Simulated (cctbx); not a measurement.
## TlGaW2: solution and refinement

Cell a = 3.7670 Å, b = 3.7670 Å, c = 7.2450 Å, α = 90.00°, β = 90.00°, γ = 120.00°; space group P-3m1 (no. 164); content Tl1 W2 Ga1.

Simulated single-crystal data (cctbx): Cu Kα, λ = 1.54184 Å, to d = 0.8 Å, 95 % of the full sphere, strongest reflection 5000 counts, noise from counting, a 4 % proportional error and a noise floor of 4 counts (s.d.); no absorption.

Charge flipping in P1 on plain amplitudes to 0.9 Å, δ = 1.1 σ, 20 % of the reflections treated as weak, 300 cycles:

```text
cycle      R  skewness
    0  0.541     0.46
   25  0.363     3.09
   50  0.385     3.13
   75  0.346     3.27
  100  0.364     3.27
  125  0.358     3.18
  150  0.404     3.00
  175  0.382     3.23
  200  0.394     2.92
  225  0.397     3.28
  250  0.396     3.17
  275  0.388     3.35
origin shift          correlation  skewness
 0.932  0.212  0.327      0.919      5.66
 0.599  0.545 -0.004      0.920      5.84
 0.266  0.879  0.162      0.918      5.42
 0.599  0.545  0.496      0.920      5.84
taken: symmetry correlation 0.920, skewness 5.84
peak      x       y       z  mult  height/sigma
Q1    0.0000  0.0000  0.0000    1     15.0
Q2    0.3333  0.6667  0.3189    2      9.9
Q3    0.0000  0.0000  0.5000    1      2.3
Q4    0.0000  0.0000  0.1980    2      1.8
Q5    0.3333  0.6667  0.7651    2      1.6
Q6    0.3333  0.6667  0.0102    2      1.1
Q7    0.1642  0.3283  0.0904    6      0.9
Q8    0.0079  0.5039  0.1758    6      0.9
```

The origin is taken among those within 0.04 of the best correlation, by the skewness of the map.

It took 0.42 s on 1 thread of Arm Neoverse V1, on a shared host, peak memory 0.07 GiB.

Q: Assign the peaks.

Heights go roughly as Z and multiplicities must add up to the content. First model: Q1 = Tl1 (1 in the cell, height 15.0), Q2 = W1 (2 in the cell, height 9.9) and Q3 = Ga1 (1 in the cell, height 2.3). Against the true structure, Q1 is Tl, Q2 is W and Q3 is Ga; the other peaks are not atoms.

Least squares on F², isotropic:

```text
Rint 0.040, 93 unique reflections to 0.81 A
cycle     R1     wR2    GooF  max shift (A)
   1  0.1413  0.3005  11.068   0.04640
   2  0.0114  0.0271   0.997   0.00000
final R1 0.0114 wR2 0.0271 GooF 0.997  parameters 4  data/parameter 23.2
atom        x        y        z      Ueq    occ   su(xyz)  su(Uiso or U11)
Tl1    0.00000  0.00000  0.00000   0.0067  1.000  0.00000  0.0002
W1     0.33333  0.66667  0.31250   0.0087  1.000  0.00007  0.0002
Ga1    0.00000  0.00000  0.50000   0.0074  1.000  0.00000  0.0004
difference map: max 1.63 min -0.99 rms 0.27
Q1    0.3333  0.6667  0.4613    2    1.79  1.08 A from W1
Q2    0.0000  0.0000  0.5000    1    1.16  0.00 A from Ga1
Q3    0.1608  0.5804  0.0086    6    0.90  1.96 A from Tl1
Q4    0.2467  0.4935  0.3181    6    0.89  0.57 A from W1
Q5    0.0933  0.1865  0.3078    6    0.63  1.52 A from Ga1
```

Anisotropic refinement:

```text
Rint 0.040, 93 unique reflections to 0.81 A
cycle     R1     wR2    GooF  max shift (A)
   1  0.0115  0.0271   1.015   0.00002
   2  0.0094  0.0232   0.870   0.00000
final R1 0.0094 wR2 0.0232 GooF 0.870  parameters 7  data/parameter 13.3
atom        x        y        z      Ueq    occ   su(xyz)  su(Uiso or U11)
Tl1    0.00000  0.00000  0.00000   0.0067  1.000  0.00000  0.0002
W1     0.33333  0.66667  0.31250   0.0087  1.000  0.00006  0.0002
Ga1    0.00000  0.00000  0.50000   0.0074  1.000  0.00000  0.0005
difference map: max 1.42 min -0.91 rms 0.25
Q1    0.3333  0.6667  0.4482    2    1.52  0.98 A from W1
Q2    0.0000  0.0000  0.5000    1    1.18  0.00 A from Ga1
Q3    0.1549  0.5775  0.9949    6    0.89  1.95 A from Tl1
Q4    0.0960  0.1921  0.3032    6    0.64  1.55 A from W1
Q5    0.3333  0.6667  0.8750    2    0.62  2.36 A from Tl1
Q6    0.2021  0.4042  0.1683    6    0.50  1.35 A from W1
```

**Reading.** The refinement ends at R1 = 0.0094, wR2 = 0.0232, GooF = 0.87, with difference density between -0.91 and 1.42 e/Å³. Every site matches the true model in element, within 0.001 Å r.m.s., up to an allowed shift of origin.

True model:

```csv
atom,mult.,x,y,z,Ueq (Å²)
Tl1,1,0,0,0,0.0066
W1,2,1/3,2/3,0.3125,0.0087
Ga1,1,0,0,1/2,0.0076
```

The model was made for the exercise: a known structure type with other elements put in, its volume estimated, not relaxed; displacement parameters are assumed.

[Middle refinement cycles are left out of these outputs.]

[Logs are printed without paths, hosts, clocks, repeated set-up lines and the standing remarks that a program may print on its own settings, such as how far it seeks lower states.]
